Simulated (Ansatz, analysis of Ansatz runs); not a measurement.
# A hop of Mg in MgH2 (Pbcn), charge −2, part 2 of 3

Wanted: path and barrier of a jump of Mg in MgH2 (Pbcn) at charge −2. The case: V_Mg hop (3.4 Å), in a cell of 48 host atoms with 1 Mg taken out.

Ansatz 0.2.0; plane-wave PAW DFT, r2SCAN; nudged elastic band between two relaxed defect structures at fixed charge in a uniform background.

So far: The starting structure; Relaxation of the start point, charge −2; Relaxation of the end point, charge −2.

### Step 4. Nudged elastic band, charge −2

3 movable images are laid between the ends on a pair-potential path, which keeps atoms from colliding in the first guess. Each image feels the true force across the path and a spring force along it. The highest image is set to climb to the top of the path.

This step: plane-wave PAW DFT, r2SCAN; nudged elastic band between two relaxed defect structures at fixed charge in a uniform background.

qm2.neb/input.yaml

```yaml
crystal:
  lattice:
    - [-4.47819636, 5.4013991, 4.90197395]
    - [4.47819636, -5.4013991, 4.90197395]
    - [4.47819636, 5.4013991, -4.90197395]
  atoms:
    - { symbol: Mg, position: [0.29381898, 0.12635388, 0.66144973] }
    - { symbol: Mg, position: [0.28841133, 0.60865, 0.17415127] }
    - { symbol: Mg, position: [0.81639984, 0.14157283, 0.17904586] }
    - { symbol: Mg, position: [0.7861016, 0.62413858, 0.66679437] }
    - { symbol: Mg, position: [0.4509614, 0.11766894, 0.32639995] }
    - { symbol: Mg, position: [0.45998118, 0.63286247, 0.83289425] }
    - { symbol: Mg, position: [0.95886297, 0.12751114, 0.83443342] }
    - { symbol: Mg, position: [0.95796257, 0.62286165, 0.33064084] }
    - { symbol: Mg, position: [0.20393917, 0.87517778, 0.82803679] }
    - { symbol: Mg, position: [0.70911117, 0.37531638, 0.83323133] }
    - { symbol: Mg, position: [0.7041426, 0.8751901, 0.32835153] }
    - { symbol: Mg, position: [0.04233722, 0.37612297, 0.66492552] }
    - { symbol: Mg, position: [0.04933594, 0.88085575, 0.17192244] }
    - { symbol: Mg, position: [0.53982528, 0.37422177, 0.16545357] }
    - { symbol: Mg, position: [0.54222108, 0.86963274, 0.66788185] }
    - { symbol: H, position: [0.15310626, 0.07083826, 0.80110047] }
    - { symbol: H, position: [0.15085615, 0.58873362, 0.31022974] }
    - { symbol: H, position: [0.65072917, 0.0714574, 0.30771138] }
    - { symbol: H, position: [0.65935239, 0.57661541, 0.81689713] }
    - { symbol: H, position: [0.08825676, 0.40441813, 0.91374356] }
    - { symbol: H, position: [0.09112576, 0.90439132, 0.42122812] }
    - { symbol: H, position: [0.60115155, 0.40013961, 0.41563743] }
    - { symbol: H, position: [0.60437871, 0.92079967, 0.93406629] }
    - { symbol: H, position: [0.26667179, 0.35037451, 0.70051666] }
    - { symbol: H, position: [0.26428319, 0.82960921, 0.18302999] }
    - { symbol: H, position: [0.76038517, 0.3459487, 0.18315055] }
    - { symbol: H, position: [0.76796131, 0.84610758, 0.68612781] }
    - { symbol: H, position: [0.49126268, 0.17424202, 0.58213634] }
    - { symbol: H, position: [0.48718866, 0.67898171, 0.07874124] }
    - { symbol: H, position: [0.97231947, 0.16167529, 0.06140679] }
    - { symbol: H, position: [0.98125193, 0.67957717, 0.58153422] }
    - { symbol: H, position: [-0.01017418, 0.3321479, 0.43034397] }
    - { symbol: H, position: [0.01354871, 0.82250996, 0.91733454] }
    - { symbol: H, position: [0.51652725, 0.31996418, 0.91413409] }
    - { symbol: H, position: [0.51715634, 0.82121186, 0.41972691] }
    - { symbol: H, position: [0.24277512, 0.13958935, 0.3208399] }
    - { symbol: H, position: [0.23496621, 0.65843027, 0.80726612] }
    - { symbol: H, position: [0.73064927, 0.14995719, 0.79904593] }
    - { symbol: H, position: [0.73672365, 0.65648848, 0.30839946] }
    - { symbol: H, position: [0.40011329, 0.09186203, 0.0758181] }
    - { symbol: H, position: [0.43271243, 0.61098308, 0.60282793] }
    - { symbol: H, position: [0.90297939, 0.09378186, 0.57954053] }
    - { symbol: H, position: [0.90037128, 0.60046511, 0.08009729] }
    - { symbol: H, position: [0.34895809, 0.41776025, 0.15655239] }
    - { symbol: H, position: [0.34614233, 0.92809792, 0.69050567] }
    - { symbol: H, position: [0.84539515, 0.43065914, 0.69604926] }
    - { symbol: H, position: [0.84944187, 0.92905867, 0.19525476] }
total_charge: -2
basis:
  ecutwfc: 500
  xc_grid: 2
hamiltonian:
  xc: r2scan
kpoints:
  mp_grid: { grid: [1, 1, 1] }
scf:
  occupations: { method: fixed }
  max_iter: 80
output:
  forces: true
neb:
  images: 3
  f_tol: 0.05
  climbing: true
  initial_path: idpp
  max_iterations: 45
  order_check: false
  final_atoms:
    - { symbol: Mg, position: [0.29945641, 0.12971249, 0.6688658] }
    - { symbol: Mg, position: [0.2910016, 0.62695373, 0.17453163] }
[... 2 atom lines left out ...]
    - { symbol: Mg, position: [0.46170957, 0.13955825, 0.32223762] }
[... 8 atom lines left out ...]
    - { symbol: Mg, position: [0.20843994, 0.37978969, 0.32869709] }
[... 2 atom lines left out ...]
    - { symbol: H, position: [0.14653494, 0.58412842, 0.31812992] }
[... 4 atom lines left out ...]
    - { symbol: H, position: [0.59835689, 0.41321315, 0.43902702] }
[... 7 atom lines left out ...]
    - { symbol: H, position: [0.98243011, 0.17280956, 0.07974902] }
[... 4 atom lines left out ...]
    - { symbol: H, position: [0.51593815, 0.82687409, 0.42521465] }
    - { symbol: H, position: [0.23285169, 0.15638289, 0.30544071] }
[... 2 atom lines left out ...]
    - { symbol: H, position: [0.76114421, 0.6950911, 0.34430489] }
    - { symbol: H, position: [0.40094305, 0.06157327, 0.07083889] }
    - { symbol: H, position: [0.40422689, 0.59877211, 0.58337896] }
[... 2 atom lines left out ...]
    - { symbol: H, position: [0.3182339, 0.42417968, 0.17972101] }
[... 2 atom lines left out ...]
    - { symbol: H, position: [0.84774571, 0.93106661, 0.19276229] }
```

The run is started by

```console
$ ansatz run input.yaml --threads 4 --pin off --max-ram 7536MiB --backend cpu --events-out ev --progress --plain --runs-dir out
```

Numbers of over 12 decimals in the logs are rounded to 6 here.

The program printed:

```text
[...]
Warning: neb: disabling space-group detection — the band's intermediate images generally break the endpoint symmetry, so no spatial operation reduces the k-mesh or symmetrises the density, except that a semilocal band can use its path's symmetry ahead of [...]
[...]
parallel-image band execution: 3 concurrent image workers
NEB image 0
Crystal: 47 atoms, lattice volume = 474.286 Å³
Basis set: ecut = 500 eV, 12067 PW (Γ), exchange–correlation on 128×128×128 points (8 copies of the dense FFT grid, shifted against one another)
Bands: 139, of which v1, the nominal top of the filled ones, is band 92 counted from 1 (91 counted from 0)
Symmetry: 1 space group operations
k-points: 1
[...]
SCF iter   1: F=-29406.113665 eV  HF=-29406.955625 eV  |F-HF|=8.42e-1  |Δ(HF+E_count)|=         —  Δρ=2.22e-2  dr2=2.23e0  dr2_τ=1.10e-1  ethr=1.77e-3  ⟨swp⟩=6.0  Hψ=415  notcnv=0  defer=43
[...]
SCF iter   7: F=-29406.636539 eV  HF=-29406.636539 eV  |F-HF|=3.76e-9  |Δ(HF+E_count)|=   2.70e-7  Δρ=1.28e-6  dr2=6.06e-9  dr2_τ=1.54e-10  ethr=5.43e-11  ⟨swp⟩=5.0  Hψ=369  notcnv=0
SCF 1 converged in 7 iterations: F = -29406.636539 eV  dr2 = 6.06e-9
[...]
NSCF: frozen V_eff on 1 k-points
NEB image 4
SCF iter   1: F=-29406.113137 eV  HF=-29406.955732 eV  |F-HF|=8.43e-1  |Δ(HF+E_count)|=         —  Δρ=2.22e-2  dr2=2.24e0  dr2_τ=1.10e-1  ethr=1.77e-3  ⟨swp⟩=5.0  Hψ=413  notcnv=0  defer=44
[...]
SCF iter   7: F=-29406.636719 eV  HF=-29406.636719 eV  |F-HF|=3.45e-9  |Δ(HF+E_count)|=   2.92e-7  Δρ=1.30e-6  dr2=6.21e-9  dr2_τ=1.55e-10  ethr=5.43e-11  ⟨swp⟩=5.0  Hψ=369  notcnv=0
SCF 2 converged in 7 iterations: F = -29406.636719 eV  dr2 = 6.21e-9
[...]
NEB end point (image 0): max|allowed force component| = 1.325e-2 eV/Å (the criterion of neb.relax_end_points is 1.000e-2)
NEB end point (image 4): max|allowed force component| = 6.857e-3 eV/Å (the criterion of neb.relax_end_points is 1.000e-2)
NEB image 1
SCF iter   1: F=-29404.776775 eV  HF=-29405.638763 eV  |F-HF|=8.62e-1  |Δ(HF+E_count)|=         —  Δρ=2.23e-2  dr2=2.26e0  dr2_τ=1.11e-1  ethr=1.77e-3  ⟨swp⟩=6.0  Hψ=414  notcnv=0  defer=45
[...]
SCF iter   7: F=-29405.310104 eV  HF=-29405.310104 eV  |F-HF|=1.35e-9  |Δ(HF+E_count)|=   5.90e-7  Δρ=1.88e-6  dr2=1.25e-8  dr2_τ=2.90e-10  ethr=5.43e-11  ⟨swp⟩=5.0  Hψ=424  notcnv=0
SCF 3 converged in 7 iterations: F = -29405.310104 eV  dr2 = 1.25e-8
NEB image 2
SCF iter   1: F=-29403.953754 eV  HF=-29404.836654 eV  |F-HF|=8.83e-1  |Δ(HF+E_count)|=         —  Δρ=2.23e-2  dr2=2.30e0  dr2_τ=1.12e-1  ethr=1.77e-3  ⟨swp⟩=5.0  Hψ=413  notcnv=0  defer=44
[...]
SCF iter   7: F=-29404.504982 eV  HF=-29404.504982 eV  |F-HF|=3.83e-9  |Δ(HF+E_count)|=   7.49e-7  Δρ=2.04e-6  dr2=1.54e-8  dr2_τ=3.34e-10  ethr=5.43e-11  ⟨swp⟩=5.0  Hψ=424  notcnv=0
SCF 4 converged in 7 iterations: F = -29404.504982 eV  dr2 = 1.54e-8
NEB image 3
SCF iter   1: F=-29404.924782 eV  HF=-29405.773308 eV  |F-HF|=8.49e-1  |Δ(HF+E_count)|=         —  Δρ=2.22e-2  dr2=2.25e0  dr2_τ=1.10e-1  ethr=1.77e-3  ⟨swp⟩=6.0  Hψ=415  notcnv=0  defer=44
[...]
SCF iter   7: F=-29405.453595 eV  HF=-29405.453595 eV  |F-HF|=1.33e-9  |Δ(HF+E_count)|=   4.64e-7  Δρ=1.72e-6  dr2=1.04e-8  dr2_τ=2.38e-10  ethr=5.43e-11  ⟨swp⟩=5.0  Hψ=431  notcnv=0
SCF 5 converged in 7 iterations: F = -29405.453595 eV  dr2 = 1.04e-8
NEB iter   1: max|band force component| = 2.788e0 eV/Å  barrier→ = 2.1316 eV  barrier← = 2.1317 eV  Δτ_max = 0.1988 Å  (35 SCF iters)
NEB image 1
[...]
SCF iter   7: F=-29405.729002 eV  HF=-29405.729002 eV  |F-HF|=1.19e-8  |Δ(HF+E_count)|=   3.52e-7  Δρ=1.61e-6  dr2=1.22e-8  dr2_τ=3.77e-10  ethr=5.43e-11  ⟨swp⟩=4.0  Hψ=359  notcnv=0
SCF 6 converged in 7 iterations: F = -29405.729002 eV  dr2 = 1.22e-8
NEB image 2
[...]
SCF iter   7: F=-29405.482372 eV  HF=-29405.482372 eV  |F-HF|=1.74e-8  |Δ(HF+E_count)|=   5.81e-7  Δρ=1.87e-6  dr2=1.68e-8  dr2_τ=5.03e-10  ethr=5.43e-11  ⟨swp⟩=4.0  Hψ=402  notcnv=0
SCF 7 converged in 7 iterations: F = -29405.482372 eV  dr2 = 1.68e-8
NEB image 3
[...]
SCF iter   7: F=-29405.925354 eV  HF=-29405.925354 eV  |F-HF|=1.46e-8  |Δ(HF+E_count)|=   4.49e-7  Δρ=1.67e-6  dr2=1.32e-8  dr2_τ=5.66e-10  ethr=5.43e-11  ⟨swp⟩=4.0  Hψ=359  notcnv=0
SCF 8 converged in 7 iterations: F = -29405.925354 eV  dr2 = 1.32e-8
NEB iter   2: max|band force component| = 1.088e0 eV/Å  barrier→ = 1.1542 eV  barrier← = 1.1543 eV  Δτ_max = 0.1453 Å  (21 SCF iters)
NEB image 1
[...]
SCF iter   6: F=-29405.863539 eV  HF=-29405.863539 eV  |F-HF|=2.00e-9  |Δ(HF+E_count)|=   7.81e-7  Δρ=3.41e-6  dr2=3.63e-8  dr2_τ=1.30e-9  ethr=5.43e-11  ⟨swp⟩=4.0  Hψ=419  notcnv=0
SCF 9 converged in 6 iterations: F = -29405.863539 eV  dr2 = 3.63e-8
NEB image 2
[...]
SCF iter   7: F=-29405.799496 eV  HF=-29405.799496 eV  |F-HF|=5.18e-9  |Δ(HF+E_count)|=   1.19e-7  Δρ=1.17e-6  dr2=6.72e-9  dr2_τ=2.26e-10  ethr=5.43e-11  ⟨swp⟩=4.0  Hψ=358  notcnv=0
SCF 10 converged in 7 iterations: F = -29405.799496 eV  dr2 = 6.72e-9
NEB image 3
[...]
SCF iter   6: F=-29406.113643 eV  HF=-29406.113643 eV  |F-HF|=6.62e-10  |Δ(HF+E_count)|=   7.19e-7  Δρ=3.32e-6  dr2=3.40e-8  dr2_τ=1.12e-9  ethr=5.43e-11  ⟨swp⟩=4.0  Hψ=419  notcnv=0
SCF 11 converged in 6 iterations: F = -29406.113643 eV  dr2 = 3.40e-8
NEB iter   3: max|band force component| = 4.020e-1 eV/Å  barrier→ = 0.8370 eV  barrier← = 0.8372 eV  CI = image 2  Δτ_max = 0.1978 Å  (19 SCF iters)
[...]
NEB iter   4: max|band force component| = 4.944e-1 eV/Å  barrier→ = 0.9120 eV  barrier← = 0.9121 eV  CI = image 2  Δτ_max = 0.1955 Å  (19 SCF iters)
[...]
NEB iter   5: max|band force component| = 5.715e-1 eV/Å  barrier→ = 0.9658 eV  barrier← = 0.9660 eV  CI = image 2  Δτ_max = 0.1000 Å  (20 SCF iters)
[...]
NEB iter   6: max|band force component| = 1.187e-1 eV/Å  barrier→ = 0.9707 eV  barrier← = 0.9709 eV  CI = image 2  Δτ_max = 0.0579 Å  (17 SCF iters)
[...]
NEB iter   7: max|band force component| = 5.825e-2 eV/Å  barrier→ = 0.9655 eV  barrier← = 0.9656 eV  CI = image 2  Δτ_max = 0.0308 Å  (16 SCF iters)
[...]
NEB iter   8: max|band force component| = 5.293e-2 eV/Å  barrier→ = 0.9633 eV  barrier← = 0.9635 eV  CI = image 2  Δτ_max = 0.0292 Å  (15 SCF iters)
NEB image 1
[...]
SCF iter   5: F=-29406.186037 eV  HF=-29406.186037 eV  |F-HF|=2.84e-8  |Δ(HF+E_count)|=   3.20e-7  Δρ=3.20e-6  dr2=5.25e-8  dr2_τ=9.57e-10  ethr=5.43e-11  ⟨swp⟩=4.0  Hψ=341  notcnv=0
SCF 27 converged in 5 iterations: F = -29406.186037 eV  dr2 = 5.25e-8
NEB image 2
[...]
SCF iter   5: F=-29405.674296 eV  HF=-29405.674296 eV  |F-HF|=1.55e-8  |Δ(HF+E_count)|=   1.26e-6  Δρ=2.09e-6  dr2=2.02e-8  dr2_τ=6.16e-10  ethr=5.43e-11  ⟨swp⟩=3.0  Hψ=424  notcnv=0
SCF 28 converged in 5 iterations: F = -29405.674296 eV  dr2 = 2.02e-8
NEB image 3
[...]
SCF iter   5: F=-29406.088750 eV  HF=-29406.088750 eV  |F-HF|=1.12e-8  |Δ(HF+E_count)|=   5.74e-7  Δρ=1.73e-6  dr2=1.31e-8  dr2_τ=3.04e-10  ethr=5.43e-11  ⟨swp⟩=4.0  Hψ=419  notcnv=0
SCF 29 converged in 5 iterations: F = -29406.088750 eV  dr2 = 1.31e-8
NEB image 1
[...]
NEB image 3
[...]
NEB image 2
[...]
the band table was solved once a step of the walk had ended and its energy, with any forces and stress, was formed, with the checks that follow a solve (735 applications of the Hamiltonian). They found nothing against the state; [...]
NEB iter   9: max|band force component| = 4.102e-2 eV/Å  barrier→ = 0.9622 eV  barrier← = 0.9624 eV  CI = image 2  Δτ_max = 0.0000 Å  (15 SCF iters)
NEB image 2
[...]
SCF iter   2: F=-29405.674296 eV  HF=-29405.674296 eV  |F-HF|=6.96e-9  |Δ(HF+E_count)|=   1.09e-8  Δρ=1.25e-6  dr2=8.06e-9  dr2_τ=1.48e-10  ethr=1.10e-11  ⟨swp⟩=3.0  Hψ=327  notcnv=0
SCF 30 converged in 2 iterations: F = -29405.674296 eV  dr2 = 8.06e-9
[...]
SCF converged after 2 iterations
Free energy (F): -29405.674296 eV
[...]
Internal energy: -29405.674296 eV  (E = F + TS)
E sigma→0 (E₀):  -29405.674296 eV
Fermi energy:    1.840937 eV
[...]
--- Forces (eV/Å), atoms counted from 1 ---
  atom   1  Mg     0.00286610     0.00865235    -0.01020495
  atom   2  Mg     0.01440171    -0.00709846     0.00412190
  [... 2 atoms left out ...]
  atom   5  Mg    -0.00379929    -0.00720078    -0.00088479
  [... 8 atoms left out ...]
  atom  14  Mg     0.00357203     0.04506259     0.01356496
  [... 7 atoms left out ...]
  atom  22  H     -0.01162148    -0.02537990    -0.00747618
  [... 7 atoms left out ...]
  atom  30  H     -0.00279917     0.00545446     0.00041796
  [... 5 atoms left out ...]
  atom  36  H      0.00754811     0.00367577     0.00435468
  [... 2 atoms left out ...]
  atom  39  H      0.00170522    -0.00482436    -0.01728828
  atom  40  H      0.00849031    -0.00015370     0.00548823
  atom  41  H     -0.01362131    -0.00442546    -0.00079033
  [... 2 atoms left out ...]
  atom  44  H     -0.02374924    -0.01768978    -0.00869009
  [... 3 atoms left out ...]
  max |Σ_I F_I| component: 2.16e-4 eV/Å
--- Band table (eV) ---
[...]
this run last wrote the band of iteration 9 to <dir>
--- NEB band (5 images, 9 band iterations, 177 SCF iterations) ---
  forward barrier  = 0.962243 eV
  backward barrier = 0.962423 eV
  climbing image's point = of an order that was not read
  energies are F+E_penalty+E_count in eV, relative to image 0
  image     s (Å)  Δ vs image 0  max|band force component| (eV/Å)
      0    0.0000      0.000000                                 —
      1    0.8091      0.450503                          2.480e-2
  *   2    1.6180      0.962243                          4.102e-2
      3    2.9824      0.547790                          1.494e-2
      4    4.3468     -0.000180                                 —
  climbing-image geometry (image 2):
  cell:  # Å, volume = 474.2861 Å³
    - [-4.47819636, 5.4013991, 4.90197395]
    - [4.47819636, -5.4013991, 4.90197395]
    - [4.47819636, 5.4013991, -4.90197395]
  atoms:
    - { symbol: Mg, position: [0.298260, 0.132694, 0.673304] }
    - { symbol: Mg, position: [0.271614, 0.619932, 0.167121] }
    - { symbol: Mg, position: [0.814528, 0.145103, 0.177086] }
    - { symbol: Mg, position: [0.801461, 0.635666, 0.685574] }
    - { symbol: Mg, position: [0.464376, 0.105244, 0.335668] }
    - { symbol: Mg, position: [0.454770, 0.621165, 0.822425] }
    - { symbol: Mg, position: [0.959002, 0.130779, 0.837206] }
    - { symbol: Mg, position: [0.935745, 0.614742, 0.325926] }
    - { symbol: Mg, position: [0.214046, 0.884375, 0.837074] }
    - { symbol: Mg, position: [0.705125, 0.378225, 0.845090] }
    - { symbol: Mg, position: [0.699086, 0.863831, 0.321761] }
    - { symbol: Mg, position: [0.035696, 0.373126, 0.662164] }
    - { symbol: Mg, position: [0.054070, 0.901148, 0.184750] }
    - { symbol: Mg, position: [0.452056, 0.387368, 0.268542] }
    - { symbol: Mg, position: [0.543436, 0.871894, 0.666781] }
    - { symbol: H, position: [0.151020, 0.069967, 0.803876] }
    - { symbol: H, position: [0.143976, 0.604254, 0.312705] }
    - { symbol: H, position: [0.656226, 0.065084, 0.305270] }
    - { symbol: H, position: [0.657574, 0.578927, 0.815653] }
    - { symbol: H, position: [0.077180, 0.408228, 0.909591] }
    - { symbol: H, position: [0.093478, 0.917729, 0.426721] }
    - { symbol: H, position: [0.617083, 0.395795, 0.444777] }
    - { symbol: H, position: [0.596222, 0.905391, 0.919894] }
    - { symbol: H, position: [0.258812, 0.346620, 0.690044] }
    - { symbol: H, position: [0.258739, 0.840784, 0.182554] }
    - { symbol: H, position: [0.766586, 0.340485, 0.179272] }
    - { symbol: H, position: [0.769505, 0.847965, 0.691941] }
    - { symbol: H, position: [0.491044, 0.165907, 0.580456] }
    - { symbol: H, position: [0.475990, 0.680785, 0.074884] }
    - { symbol: H, position: [0.975214, 0.155244, 0.062345] }
    - { symbol: H, position: [0.984229, 0.683653, 0.588258] }
    - { symbol: H, position: [-0.006979, 0.326288, 0.429117] }
    - { symbol: H, position: [0.024016, 0.831783, 0.929157] }
    - { symbol: H, position: [0.507811, 0.328204, 0.906620] }
    - { symbol: H, position: [0.507102, 0.819756, 0.413785] }
    - { symbol: H, position: [0.267868, 0.167586, 0.316573] }
    - { symbol: H, position: [0.235957, 0.657643, 0.801659] }
    - { symbol: H, position: [0.731252, 0.150980, 0.802236] }
    - { symbol: H, position: [0.711210, 0.645504, 0.322411] }
    - { symbol: H, position: [0.403841, 0.106834, 0.093617] }
    - { symbol: H, position: [0.439089, 0.592711, 0.568546] }
    - { symbol: H, position: [0.896741, 0.089326, 0.578045] }
    - { symbol: H, position: [0.895224, 0.615878, 0.089552] }
    - { symbol: H, position: [0.301914, 0.409823, 0.127320] }
    - { symbol: H, position: [0.348952, 0.928636, 0.694592] }
    - { symbol: H, position: [0.847202, 0.435024, 0.708002] }
    - { symbol: H, position: [0.846151, 0.929987, 0.193221] }
```

Elapsed: 3.1 min, on 4 threads of Arm Neoverse V1, shared host; peak memory 1.5 GiB.

In the SCF lines HF is the Harris–Foulkes energy and dr2 the Hartree energy of the density residual, in eV; the loop may stop once dr2 is under the threshold and the program's other checks hold. Hψ counts applications of the Hamiltonian.

The path, image by image:

```tsv
image	path (Å)	energy (eV)	Mg14: x, y, z (Å)
0	0.000	0.0000	-0.001, 1.788, 3.670
1	0.809	0.4505	0.395, 1.792, 3.323
2	1.618	0.9622	0.913, 1.800, 2.798
3	2.982	0.5478	1.609, 1.550, 1.947
4	4.347	-0.0002	2.239, 0.850, 1.272
```

Numbers from this step:

```yaml
free_energy: -29405.6743 eV
barrier_forward: 0.9622 eV
barrier_backward: 0.9624 eV
end_less_start: -1.80e-4 eV
hop_length: 3.413 Å
```

Track of the atom that was set to move:

```tsv
image	x (Å)	y (Å)	z (Å)	nearest neighbour	distance (Å)
0	-0.001	1.788	3.67	H	1.791
1	0.395	1.792	3.323	H	1.754
2	0.913	1.8	2.798	H	1.702
3	1.609	1.55	1.947	H	1.732
4	2.239	0.85	1.272	H	1.826
```

The band met its tolerance of 0.05 eV/Å after 9 iterations, with image 2 on top (the start counts as 0). Mg14, which moves farthest between the ends, has 6 H at 1.79 to 1.99 Å nearest at the start and 2 H at 1.70 to 1.80 Å at the top. In at least one step between neighbouring images a covalent bond changes partner or an atom goes far. The images sample such a step coarsely, so the top may lie higher.

(Part 2 of 3 ends here.)

[Logs are printed without paths, hosts, clocks, repeated set-up lines and the standing remarks that a program may print on its own settings, such as how far it seeks lower states.]

[Hosts, paths, dates, database ids (printed as entryN), source tags and the programs' standing remarks are cut or masked in the printed files.]
